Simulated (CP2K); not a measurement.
Consider chloride dihydrate at its PBE geometry (Å).

```xyz
7

Cl   -1.4560   -0.9002   -1.2750
O    -0.7888    0.6276    1.4529
O     1.3399    0.1629   -0.6772
H    -1.2334    0.1137    0.7282
H     0.0769    0.7743    1.0225
H     0.4205   -0.1206   -0.9979
H     1.6409   -0.6578   -0.2535
```

Method: CP2K XAS_TDP, all-electron GAPW, PBEh(45%), aug-pc-1, TDA, GW2X-corrected core level, no relativity.

Where do the O K-edge lines lie, and how strong are they?

Leading lines: O2 536.53 eV and O3 533.88 eV. The leading line of an atom is its first one with 35 % of the strongest within 2.5 eV of its lowest line over the strength cut. Core ionisation energies at this level: O2 532.89 and O3 533.28 eV.

The first six lines of each atom with a strength over 0.0015:

```tsv
atom	energy (eV)	states	strength, one atom	above the computed threshold
O2 (bonded to 2 H, gives 2 H bonds)	534.24	1	0.0027	yes
	535.33	1	0.0044	yes
	535.74	1	0.0044	yes
	536.53	1	0.0151	yes
	536.81	1	0.0104	yes
	537.28	1	0.0024	yes
O3 (bonded to 2 H, gives 1 H bond, takes 1)	533.88	1	0.0119	yes
	535.50	1	0.0055	yes
	535.73	1	0.0046	yes
	535.98	1	0.0070	yes
	536.33	1	0.0068	yes
	537.28	1	0.0018	yes
```

Lines are vertical, at one geometry, with no vibrational structure. GW2X ionisation energies and lines can be off by 1 to 2 eV either way, and a good line position may hide errors that cancel. These values hold no scalar relativity, about 0.4 eV for O 1s. Rydberg lines, and the discretised continuum above threshold, depend on the basis and the box. This is one low-energy arrangement of the cluster, relaxed without a dispersion correction; others exist. The ion (charge -1) is isolated, with no counter-ion or solvent. In an isolated anion many lines lie above the ionisation threshold and are held only by the finite basis.

[Banner, clock and machine lines of the logs are left out without a mark of their own.]

[Logs are printed without paths, hosts, clocks, repeated set-up lines and the standing remarks that a program may print on its own settings, such as how far it seeks lower states.]

[Hosts, paths, dates, database ids (printed as entryN), source tags and the programs' standing remarks are cut or masked in the printed files.]
